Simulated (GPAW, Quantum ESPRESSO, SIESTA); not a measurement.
# Equation of state of rocksalt HfN at PBE: programs compared

Aim: the equation of state of rocksalt HfN at PBE, from a volume scan solved by several programs.

Numbers are calculated unless marked as measured.

## (1) Set-up

The cell holds 2 atoms (1 Hf and 1 N). It starts from typed lattice constants, and its volume is changed by -8 to +8 %. Symmetry fixes shape and atoms, so all levels solve the scaled cells as they are.

## (2) One input

Quantum ESPRESSO 7.5: Kohn-Sham DFT, PBE, GBRV 1.5 ultrasoft pseudopotentials, plane waves. Its pw.in for the cell at +0 %:

```
&control
  calculation = 'scf'
  pseudo_dir = './pseudo'
  outdir = './tmp'
  disk_io = 'none'
  tprnfor = .true.
  tstress = .true.
/
&system
  ibrav = 0
  nat = 2
  ntyp = 2
  ecutwfc = 50
  ecutrho = 300
  occupations = 'smearing'
  smearing = 'fd'
  degauss = 0.007350
/
&electrons
  conv_thr = 1.0e-08
  electron_maxstep = 100
  mixing_beta = 0.3
  mixing_mode = 'plain'
  diagonalization = 'david'
/
ATOMIC_SPECIES
Hf 178.490 Hf.upf
N 14.007 N.upf
CELL_PARAMETERS angstrom
0.00000 2.27000 2.27000
2.27000 0.00000 2.27000
2.27000 2.27000 0.00000
ATOMIC_POSITIONS crystal
Hf 0.00000 0.00000 0.00000
N 0.50000 0.50000 0.50000
K_POINTS automatic
12 12 12 0 0 0
```

The job ended after 9.5 s (2 MPI ranks of Arm Neoverse V2, shared host; peak memory 0.2 GiB).

## (3) The levels

```
                level                      basis or training data  k-meshes  runs finished  CPU time  peak memory (GiB)
  QE, PBE (reference)  plane waves, GBRV 1.5 ultrasoft, 50/300 Ry  12×12×12         9 of 9   2.8 min               0.22
GPAW plane waves, PBE                    plane waves, PAW, 900 eV  12×12×12         9 of 9   4.5 min               0.41
      SIESTA DZP, PBE    DZP orbitals, shift 0.01 Ry, mesh 400 Ry  12×12×12         9 of 9   9.2 min               0.39
```

CPU times are sums over a level's finished runs on a shared host, and rough.

## (4) Energy and pressure

Energy over each level's lowest row (meV an atom), then pressure (GPa):

```tsv
volume change (%)	volume (Å³/atom)	E, QE, PBE	E, GPAW plane waves, PBE	E, SIESTA DZP, PBE	P, QE, PBE	P, GPAW plane waves, PBE	P, SIESTA DZP, PBE
-8	10.761	76.90	86.10	95.29	27.36	29.44	31.18
-6	10.995	42.38	48.92	55.92	19.51	21.36	23.22
-4	11.229	18.75	22.90	27.34	12.45	14.11	16.09
-2	11.463	5.00	6.94	8.95	6.09	7.59	9.03
+0	11.697	0.00	0.00	0.27	0.39	1.73	2.88
+2	11.931	2.83	1.19	0.00	-4.73	-3.53	-2.43
+4	12.165	12.86	9.68	7.17	-9.34	-8.26	-7.29
+6	12.399	29.16	24.70	21.03	-13.48	-12.51	-11.77
+8	12.633	51.21	45.62	41.05	-17.19	-16.33	-15.47
```

## (5) Fits

Third-order Birch–Murnaghan fits: the energy is a cubic in V^(−2/3), fitted to the energies of the rows that share one k-mesh, or through its derivative to the printed pressures. A tick marks the fit quoted below: that to energies where it misses by under 0.12 meV an atom, else that to pressures.

| level | fitted to | V0 (Å³/atom) | a (Å) | B0 (GPa) | B′ | r.m.s. miss |
| --- | --- | --- | --- | --- | --- | --- |
| QE, PBE | energies, 9 rows ✓ | 11.724 | 4.544 | 267.1 | 4.42 | 0.02 meV/atom |
| QE, PBE | pressures, 9 rows | 11.714 | 4.542 | 268.3 | 4.34 | 0.01 GPa |
| GPAW plane waves, PBE | energies, 9 rows ✓ | 11.777 | 4.550 | 269.4 | 4.36 | 0.01 meV/atom |
| GPAW plane waves, PBE | pressures, 9 rows | 11.771 | 4.550 | 269.8 | 4.36 | 0.00 GPa |
| SIESTA DZP, PBE | energies, 9 rows | 11.826 | 4.557 | 273.7 | 4.15 | 0.14 meV/atom |
| SIESTA DZP, PBE | pressures, 9 rows ✓ | 11.826 | 4.557 | 272.4 | 4.20 | 0.16 GPa |

## (6) Findings

From its energies, the reference gives V0 = 11.724 Å³ an atom (a = 4.544 Å), B0 = 267 GPa and B′ = 4.4. GPAW plane waves, PBE (energies) lies +0.45 % from it in volume and +0.8 % in bulk modulus. SIESTA DZP, PBE (pressures) lies +0.87 % from it in volume and +2.0 % in bulk modulus. The energies of SIESTA DZP, PBE scatter about their fit by 0.14 meV an atom even on one mesh, so the pressures are quoted there. Where both fits stand, they agree on V0 within 0.3 %.

**Limits.** The nuclei are static, without zero-point or thermal motion. Spin–orbit coupling is left out. SIESTA's automatically made basis is far from complete, and its potentials were converted by us (checked for H, C, O, Si, Ge and Ca alone). The DFT runs use Fermi–Dirac occupations of width 0.1 eV, and energies are free energies.

[Logs are printed without paths, hosts, clocks, repeated set-up lines and the standing remarks that a program may print on its own settings, such as how far it seeks lower states.]

[Hosts, paths, dates, database ids (printed as entryN), source tags and the programs' standing remarks are cut or masked in the printed files.]
